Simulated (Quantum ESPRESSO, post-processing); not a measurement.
# Nb(110), 5 layers: k-mesh convergence, part 2 of 2

Which setting serves for Nb(110), 5 layers? The runs below step through one kind of setting.

Quantum ESPRESSO 7.5; plane-wave DFT, PBE, PseudoDojo norm-conserving pseudopotentials.

So far. Step 2 (Self-consistent run: 24×24×1 points): Inside the slab this potential holds the local part of the pseudopotentials, which can be repulsive at the nuclei; only its value in the vacuum has a meaning of its own. Step 3 (Ground state: 17×17×1 points): Counted from each run's own zero (the Fermi level), the vacuum level differs from the first run's by +2 meV.

## (4) Ground state: 12×12×1 points

Contents of c2.in:

```
&control
  prefix = 'c2'
  outdir = './out'
  pseudo_dir = './pseudo'
  calculation = 'scf'
  tprnfor = .true.
/
&system
  ibrav = 0
  nat = 5
  ntyp = 1
  ecutwfc = 74
  ecutrho = 296
  occupations = 'smearing'
  smearing = 'mv'
  degauss = 0.02
  assume_isolated = 'esm'
  esm_bc = 'bc1'
/
&electrons
  conv_thr = 1e-07
  mixing_beta = 0.4
  electron_maxstep = 120
  mixing_mode = 'local-TF'
/
ATOMIC_SPECIES
  Nb  92.9064  Nb.dojo-sr-pbe-0.4.1-standard.upf
CELL_PARAMETERS angstrom
  2.33345237791561 -1.65000000000000 0.00000000000000
  2.33345237791561 1.65000000000000 0.00000000000000
  0.00000000000000 0.00000000000000 25.33380951166243
ATOMIC_POSITIONS crystal
  Nb  0.000000000000 0.000000000000 -0.184216461945
  Nb  0.500000000000 0.500000000000 -0.092108230973
  Nb  0.000000000000 0.000000000000 0.000000000000
  Nb  0.500000000000 0.500000000000 0.092108230973
  Nb  0.000000000000 0.000000000000 0.184216461945
K_POINTS automatic
  12 12 1 0 0 0
```

On the command line:

```bash
OMP_NUM_THREADS=1 mpirun -n 4 pw.x -nk 4 -in c2.in > c2.out
```

Output:

```text
[banner, memory and clock lines left out]
Program PWSCF v.7.5 starts
[...]
Message from routine setup:
[...]
number of electrons       =        65.00
     number of Kohn-Sham states=           40
     kinetic-energy cutoff     =      74.0000  Ry
     charge density cutoff     =     296.0000  Ry
[...]
number of k points=    43  Marzari-Vanderbilt smearing, width (Ry)=  0.0200
[...]
Dense  grid:   113223 G-vectors     FFT dimensions: (  30,  30, 270)
[...]
negative rho (up, down):  1.804E-05 0.000E+00
     Starting wfcs are   50 randomized atomic wfcs
[...]
estimated scf accuracy    <       2.99095529 Ry
[...]
estimated scf accuracy    <       0.68924899 Ry
[...]
estimated scf accuracy    <       0.11658957 Ry
[...]
estimated scf accuracy    <       0.45088148 Ry
[...]
estimated scf accuracy    <       0.23392941 Ry
[...]
estimated scf accuracy    <       0.13287844 Ry
[...]
estimated scf accuracy    <       0.11374966 Ry
[...]
estimated scf accuracy    <       0.13346177 Ry
[...]
estimated scf accuracy    <       0.31479443 Ry
[...]
estimated scf accuracy    <       0.24111770 Ry
[...]
estimated scf accuracy    <       0.15025380 Ry
[...]
estimated scf accuracy    <       0.03991765 Ry
[...]
estimated scf accuracy    <       0.06409977 Ry
[...]
negative rho (up, down):  1.445E-03 0.000E+00
[...]
estimated scf accuracy    <       0.20289311 Ry
[...]
negative rho (up, down):  5.559E-04 0.000E+00
[...]
estimated scf accuracy    <       0.11246902 Ry
[...]
negative rho (up, down):  1.614E-05 0.000E+00
[...]
estimated scf accuracy    <       0.04335591 Ry
[...]
estimated scf accuracy    <       0.00461183 Ry
[...]
estimated scf accuracy    <       0.00336607 Ry
[...]
estimated scf accuracy    <       0.00332497 Ry
[...]
estimated scf accuracy    <       0.00467648 Ry
[...]
estimated scf accuracy    <       0.00395154 Ry
[...]
estimated scf accuracy    <       0.00332961 Ry
[...]
estimated scf accuracy    <       0.00910561 Ry
[...]
estimated scf accuracy    <       0.00828888 Ry
[...]
estimated scf accuracy    <       0.00020380 Ry
[...]
estimated scf accuracy    <       0.00051490 Ry
[...]
estimated scf accuracy    <       0.00029350 Ry
[...]
estimated scf accuracy    <       0.00032166 Ry
[...]
estimated scf accuracy    <       0.00029013 Ry
[...]
estimated scf accuracy    <       0.00005489 Ry
[...]
estimated scf accuracy    <       0.00000224 Ry
[...]
estimated scf accuracy    <       0.00000125 Ry
[...]
estimated scf accuracy    <       0.00001323 Ry
[...]
estimated scf accuracy    <       0.00000226 Ry
[...]
estimated scf accuracy    <       0.00000035 Ry
[...]
estimated scf accuracy    <       0.00000023 Ry
[...]
the Fermi energy is    -4.5876 ev
!    total energy              =    -622.70639718 Ry
     estimated scf accuracy    <          8.2E-10 Ry
     smearing contrib. (-TS)   =       0.00304636 Ry
     internal energy E=F+TS    =    -622.70944353 Ry
[...]
one-electron contribution =   13939.31590599 Ry
     hartree contribution      =   -6986.40125195 Ry
     xc contribution           =    -130.42400409 Ry
     ewald contribution        =   -7445.20009347 Ry
     convergence has been achieved in  37 iterations
[...]
Total force =     0.026573     Total SCF correction =     0.000113
[...]
```

It took 9.1 min on 4 MPI ranks of Arm Neoverse V1, shared host; peak memory 0.96 GiB.

Numbers from this step:

- free energy: -8472.3521 eV
- vacuum line at the lower end of the cell, over the Fermi level: 4.588 eV
- vacuum line at the upper end of the cell, over the Fermi level: 4.588 eV

The program's own clock; routines nest. Time by routine:

```
     routine  wall time (s)   calls
       PWSCF          543.6       1
   electrons          537.3       1
     c_bands          467.5      37
     cegterg          412.1     411
       h_psi          318.1    3245
        fftw          280.5  117574
    vloc_psi          259.3    3245
    sum_band          48.03      37
  add_vuspsi          29.33    3245
      calbec          29.27    3289
h_psi:calbec          28.38    3245
     mix_rho          17.86      37
        ffts          10.68    2791
     cdiaghg           4.97    3234
```

Counted from each run's own zero (the Fermi level), the vacuum level differs from the first run's by +2 meV.

## (5) Self-consistent run: 9×9×1 points

c3.in is the input of step 4 with these lines changed:

```diff
@@ -1,3 +1,3 @@
 &control
-  prefix = 'c2'
+  prefix = 'c3'
   outdir = './out'
@@ -38,2 +38,2 @@
 K_POINTS automatic
-  12 12 1 0 0 0
+  9 9 1 0 0 0
```

On the command line:

```bash
OMP_NUM_THREADS=1 mpirun -n 4 pw.x -nk 4 -in c3.in > c3.out
```

Output:

```text
[banner, memory and clock lines left out]
Program PWSCF v.7.5 starts
[...]
Message from routine setup:
[...]
number of electrons       =        65.00
     number of Kohn-Sham states=           40
     kinetic-energy cutoff     =      74.0000  Ry
     charge density cutoff     =     296.0000  Ry
[...]
number of k points=    25  Marzari-Vanderbilt smearing, width (Ry)=  0.0200
[...]
Dense  grid:   113223 G-vectors     FFT dimensions: (  30,  30, 270)
[...]
negative rho (up, down):  1.804E-05 0.000E+00
     Starting wfcs are   50 randomized atomic wfcs
[...]
estimated scf accuracy    <       3.12662596 Ry
[...]
estimated scf accuracy    <       0.52606493 Ry
[...]
estimated scf accuracy    <       0.24843127 Ry
[...]
estimated scf accuracy    <       0.88639864 Ry
[...]
estimated scf accuracy    <       0.21641698 Ry
[...]
estimated scf accuracy    <       0.14871321 Ry
[...]
estimated scf accuracy    <       0.12227890 Ry
[...]
estimated scf accuracy    <       0.13128618 Ry
[...]
estimated scf accuracy    <       0.13561575 Ry
[...]
estimated scf accuracy    <       0.12231415 Ry
[...]
estimated scf accuracy    <       0.05592971 Ry
[...]
estimated scf accuracy    <       0.48024031 Ry
[...]
estimated scf accuracy    <       0.48113021 Ry
[...]
estimated scf accuracy    <       0.05880464 Ry
[...]
estimated scf accuracy    <       0.02133766 Ry
[...]
estimated scf accuracy    <       0.03539297 Ry
[...]
estimated scf accuracy    <       0.02810591 Ry
[...]
estimated scf accuracy    <       0.01225445 Ry
[...]
estimated scf accuracy    <       0.00882066 Ry
[...]
estimated scf accuracy    <       0.00040882 Ry
[...]
estimated scf accuracy    <       0.00080391 Ry
[...]
estimated scf accuracy    <       0.00030741 Ry
[...]
estimated scf accuracy    <       0.00004087 Ry
[...]
estimated scf accuracy    <       0.00060684 Ry
[...]
negative rho (up, down):  5.470E-06 0.000E+00
[...]
estimated scf accuracy    <       0.00001337 Ry
[...]
estimated scf accuracy    <       0.00001160 Ry
[...]
estimated scf accuracy    <       0.00000398 Ry
[...]
estimated scf accuracy    <       0.00000028 Ry
[...]
estimated scf accuracy    <       0.00000024 Ry
[...]
the Fermi energy is    -4.5911 ev
!    total energy              =    -622.70530124 Ry
     estimated scf accuracy    <          3.9E-09 Ry
     smearing contrib. (-TS)   =       0.00215309 Ry
     internal energy E=F+TS    =    -622.70745432 Ry
[...]
one-electron contribution =   13939.38112995 Ry
     hartree contribution      =   -6986.46321699 Ry
     xc contribution           =    -130.42527382 Ry
     ewald contribution        =   -7445.20009347 Ry
     convergence has been achieved in  30 iterations
[...]
Total force =     0.024735     Total SCF correction =     0.000161
[...]
```

The job ended after 5.4 min (4 MPI ranks; peak memory 0.81 GiB).

This step gave:

```
free energy                                                    : -8472.3372 eV
Fermi energy                                                   : -4.591 eV
vacuum line at the lower end of the cell, over the Fermi level : 4.591 eV
vacuum line at the upper end of the cell, over the Fermi level : 4.591 eV
```

The program's own clock; routines nest. Time by routine:

```
     routine  wall time (s)  calls
       PWSCF          324.1      1
   electrons            320      1
     c_bands          278.6     30
     cegterg          253.1    213
       h_psi            192   2021
        fftw          165.2  69958
    vloc_psi          156.1   2021
    sum_band             24     30
      calbec          17.92   2049
  add_vuspsi           17.9   2021
h_psi:calbec          17.34   2021
     mix_rho          14.29     30
        ffts           8.57   2215
     cdiaghg           3.23   2014
```

Counted from each run's own zero (the Fermi level), the vacuum level differs from the first run's by +5 meV.

## (6) Self-consistent run: 6×6×1 points

c4.in is the input of step 5 with these lines changed:

```diff
@@ -1,3 +1,3 @@
 &control
-  prefix = 'c3'
+  prefix = 'c4'
   outdir = './out'
@@ -38,2 +38,2 @@
 K_POINTS automatic
-  9 9 1 0 0 0
+  6 6 1 0 0 0
```

On the command line:

```bash
OMP_NUM_THREADS=1 mpirun -n 4 pw.x -nk 2 -in c4.in > c4.out
```

Output:

```text
[banner, memory and clock lines left out]
Program PWSCF v.7.5 starts
[...]
Message from routine setup:
[...]
number of electrons       =        65.00
     number of Kohn-Sham states=           40
     kinetic-energy cutoff     =      74.0000  Ry
     charge density cutoff     =     296.0000  Ry
[...]
number of k points=    13  Marzari-Vanderbilt smearing, width (Ry)=  0.0200
[...]
Dense  grid:   113223 G-vectors     FFT dimensions: (  30,  30, 270)
[...]
negative rho (up, down):  1.804E-05 0.000E+00
     Starting wfcs are   50 randomized atomic wfcs
[...]
estimated scf accuracy    <       2.93434496 Ry
[...]
estimated scf accuracy    <       0.83697793 Ry
[...]
estimated scf accuracy    <       0.11841416 Ry
[...]
estimated scf accuracy    <       1.09465117 Ry
[...]
estimated scf accuracy    <       1.02812293 Ry
[...]
estimated scf accuracy    <       0.13451366 Ry
[...]
estimated scf accuracy    <       0.14597151 Ry
[...]
estimated scf accuracy    <       0.16687997 Ry
[...]
estimated scf accuracy    <       0.33162812 Ry
[...]
estimated scf accuracy    <       0.31544183 Ry
[...]
estimated scf accuracy    <       0.37384834 Ry
[...]
estimated scf accuracy    <       0.51567646 Ry
[...]
estimated scf accuracy    <       0.09312192 Ry
[...]
estimated scf accuracy    <       0.08929996 Ry
[...]
estimated scf accuracy    <       0.05695435 Ry
[...]
estimated scf accuracy    <       0.03301950 Ry
[...]
estimated scf accuracy    <       0.15468414 Ry
[...]
estimated scf accuracy    <       0.01632920 Ry
[...]
estimated scf accuracy    <       0.00474218 Ry
[...]
negative rho (up, down):  1.582E-06 0.000E+00
[...]
estimated scf accuracy    <       0.00060604 Ry
[...]
estimated scf accuracy    <       0.00164156 Ry
[...]
negative rho (up, down):  5.123E-06 0.000E+00
[...]
estimated scf accuracy    <       0.00119441 Ry
[...]
estimated scf accuracy    <       0.00024221 Ry
[...]
estimated scf accuracy    <       0.00003097 Ry
[...]
estimated scf accuracy    <       0.00003669 Ry
[...]
estimated scf accuracy    <       0.00001829 Ry
[...]
negative rho (up, down):  2.286E-06 0.000E+00
[...]
estimated scf accuracy    <       0.00001325 Ry
[...]
negative rho (up, down):  2.690E-08 0.000E+00
[...]
estimated scf accuracy    <       0.00000134 Ry
[...]
negative rho (up, down):  8.433E-06 0.000E+00
[...]
estimated scf accuracy    <       0.00000038 Ry
[...]
the Fermi energy is    -4.5708 ev
!    total energy              =    -622.70519968 Ry
     estimated scf accuracy    <       0.00000003 Ry
     smearing contrib. (-TS)   =      -0.00029005 Ry
     internal energy E=F+TS    =    -622.70490963 Ry
[...]
one-electron contribution =   13939.25017580 Ry
     hartree contribution      =   -6986.31694357 Ry
     xc contribution           =    -130.43804838 Ry
     ewald contribution        =   -7445.20009347 Ry
     convergence has been achieved in  30 iterations
[...]
Total force =     0.028734     Total SCF correction =     0.000744
[...]
```

Run time: 2.4 min. Hardware: 4 MPI ranks; peak memory 0.51 GiB.

Numbers from this step:

- free energy: -8472.3359 eV
- Fermi energy: -4.571 eV
- vacuum line at the lower end of the cell, over the Fermi level: 4.571 eV
- vacuum line at the upper end of the cell, over the Fermi level: 4.571 eV

The program's own clock; routines nest. Time by routine:

```
     routine  wall time (s)  calls
       PWSCF          141.1      1
   electrons          138.7      1
     c_bands            118     30
     cegterg          111.9    211
       h_psi          84.97   1784
        fftw          73.49  61200
    vloc_psi          69.03   1784
    sum_band          11.74     30
      calbec           8.07   1812
  add_vuspsi           7.83   1784
h_psi:calbec           7.77   1784
     mix_rho           7.29     30
        ffts           4.21   2305
     cdiaghg           2.82   1777
```

Counted from each run's own zero (the Fermi level), the vacuum level differs from the first run's by -15 meV.

## (7) Self-consistent run: 4×4×1 points

c5.in is the input of step 6 with these lines changed:

```diff
@@ -1,3 +1,3 @@
 &control
-  prefix = 'c4'
+  prefix = 'c5'
   outdir = './out'
@@ -38,2 +38,2 @@
 K_POINTS automatic
-  6 6 1 0 0 0
+  4 4 1 0 0 0
```

On the command line:

```bash
OMP_NUM_THREADS=1 mpirun -n 4 pw.x -nk 1 -in c5.in > c5.out
```

Output:

```text
[banner, memory and clock lines left out]
Program PWSCF v.7.5 starts
[...]
Message from routine setup:
[...]
number of electrons       =        65.00
     number of Kohn-Sham states=           40
     kinetic-energy cutoff     =      74.0000  Ry
     charge density cutoff     =     296.0000  Ry
[...]
number of k points=     7  Marzari-Vanderbilt smearing, width (Ry)=  0.0200
[...]
Dense  grid:   113223 G-vectors     FFT dimensions: (  30,  30, 270)
[...]
negative rho (up, down):  1.804E-05 0.000E+00
     Starting wfcs are   50 randomized atomic wfcs
[...]
estimated scf accuracy    <       3.11019857 Ry
[...]
estimated scf accuracy    <       0.59919043 Ry
[...]
estimated scf accuracy    <       0.21433554 Ry
[...]
estimated scf accuracy    <       0.61403644 Ry
[...]
estimated scf accuracy    <       0.15848233 Ry
[...]
estimated scf accuracy    <       0.10399839 Ry
[...]
estimated scf accuracy    <       0.07625381 Ry
[...]
estimated scf accuracy    <       0.07526072 Ry
[...]
estimated scf accuracy    <       0.06396015 Ry
[...]
estimated scf accuracy    <       0.04734580 Ry
[...]
estimated scf accuracy    <       0.01783294 Ry
[...]
estimated scf accuracy    <       0.00872473 Ry
[...]
estimated scf accuracy    <       0.00767198 Ry
[...]
estimated scf accuracy    <       0.00823456 Ry
[...]
estimated scf accuracy    <       0.05248256 Ry
[...]
estimated scf accuracy    <       0.03726993 Ry
[...]
estimated scf accuracy    <       0.00591499 Ry
[...]
estimated scf accuracy    <       0.01982550 Ry
[...]
estimated scf accuracy    <       0.01739317 Ry
[...]
estimated scf accuracy    <       0.00788843 Ry
[...]
estimated scf accuracy    <       0.00502016 Ry
[...]
estimated scf accuracy    <       0.00051256 Ry
[...]
estimated scf accuracy    <       0.00258544 Ry
[...]
estimated scf accuracy    <       0.00019830 Ry
[...]
estimated scf accuracy    <       0.00004489 Ry
[...]
estimated scf accuracy    <       0.00006558 Ry
[...]
estimated scf accuracy    <       0.00001313 Ry
[...]
estimated scf accuracy    <       0.00003966 Ry
[...]
estimated scf accuracy    <       0.00002400 Ry
[...]
estimated scf accuracy    <       0.00001119 Ry
[...]
estimated scf accuracy    <       0.00000073 Ry
[...]
estimated scf accuracy    <       0.00000199 Ry
[...]
estimated scf accuracy    <       0.00000218 Ry
[...]
estimated scf accuracy    <       0.00000279 Ry
[...]
estimated scf accuracy    <       0.00000250 Ry
[...]
estimated scf accuracy    <       0.00000305 Ry
[...]
estimated scf accuracy    <       0.00000198 Ry
[...]
estimated scf accuracy    <       0.00000068 Ry
[...]
estimated scf accuracy    <       0.00000077 Ry
[...]
estimated scf accuracy    <       0.00000011 Ry
[...]
negative rho (up, down):  3.733E-06 0.000E+00
[...]
estimated scf accuracy    <       0.00000052 Ry
[...]
negative rho (up, down):  8.938E-07 0.000E+00
[...]
estimated scf accuracy    <       0.00000014 Ry
[...]
estimated scf accuracy    <       0.00000010 Ry
[...]
the Fermi energy is    -4.7008 ev
!    total energy              =    -622.69215916 Ry
     estimated scf accuracy    <          9.2E-09 Ry
     smearing contrib. (-TS)   =       0.00414595 Ry
     internal energy E=F+TS    =    -622.69630511 Ry
[...]
one-electron contribution =   13940.09378788 Ry
     hartree contribution      =   -6987.19775521 Ry
     xc contribution           =    -130.39224431 Ry
     ewald contribution        =   -7445.20009347 Ry
     convergence has been achieved in  44 iterations
[...]
Total force =     0.021074     Total SCF correction =     0.000736
[...]
```

Elapsed: 95 s, on 4 MPI ranks; peak memory 0.38 GiB.

Read from the output:

* free energy: -8472.1584 eV
* Fermi energy: -4.701 eV
* vacuum line at the lower end of the cell, over the Fermi level: 4.701 eV
* vacuum line at the upper end of the cell, over the Fermi level: 4.701 eV

The program's own clock; routines nest. Time by routine:

```
     routine  wall time (s)  calls
       PWSCF          94.27      1
   electrons          93.07      1
     c_bands          77.47     44
     cegterg          75.46    308
       h_psi           56.1   2206
        fftw           48.9  81958
    vloc_psi          45.39   2206
    sum_band           8.36     44
     mix_rho            6.1     44
      calbec           5.42   2234
h_psi:calbec           5.27   2206
  add_vuspsi           5.17   2206
     cdiaghg           3.47   2199
        ffts            3.4   3663
```

Counted from each run's own zero (the Fermi level), the vacuum level differs from the first run's by +115 meV.

## (8) The series side by side

All levels:

```
         level  vacuum level over the Fermi level (eV)  its change from the first (meV)  energy from the first (meV an atom)  SCF iterations  wall time (s)  peak memory (GiB)  CPU time (s)
24×24×1 points                                   4.586                                0                                    0              42           1928               1.94          7712
17×17×1 points                                   4.589                              2.4                               0.4244              36           1031               1.29          4122
12×12×1 points                                   4.588                              1.5                               -2.636              37          544.1               0.96          2176
  9×9×1 points                                   4.591                                5                               0.3463              30          324.7               0.81          1298
  6×6×1 points                                   4.571                            -15.3                               0.6227              30          141.6               0.51         566.2
  4×4×1 points                                   4.701                            114.7                                36.11              44          94.81               0.38         378.9
```

## (9) Summary of results

| Item | Value |
| --- | --- |
| vacuum level over the Fermi level, 24×24×1 points | 4.586 eV |
| cheapest step of the main series that, with all steps before it, keeps the vacuum level within 20 meV of the first | 6×6×1 points: -15 meV, 9.4 min of CPU time against 2.1 h |
| setting with the largest shift of the level | 4×4×1 points: +115 meV |

What this shows: The cheapest step of the main series that, with all steps before it, keeps the vacuum level within 20 meV of the first is 6×6×1 points: -15 meV, 9.4 min of CPU time against 2.1 h. Over the series the energy moves by up to 36.1 meV an atom and the vacuum level by up to 115 meV. The error doesn't fall steadily with the mesh, as is usual for a Fermi surface. The times come from a shared host and are rough. Peak memory is sampled during the run and can miss the peak. The geometry is as built, not relaxed.

[Logs are printed without paths, hosts, clocks, repeated set-up lines and the standing remarks that a program may print on its own settings, such as how far it seeks lower states.]

[Hosts, paths, dates, database ids (printed as entryN), source tags and the programs' standing remarks are cut or masked in the printed files.]

[Maps of the electrostatic potential energy from Ansatz leave out the sawtooth potential of an applied field or a dipole correction, so their vacuum need not be flat; planar profiles and work functions include it.]
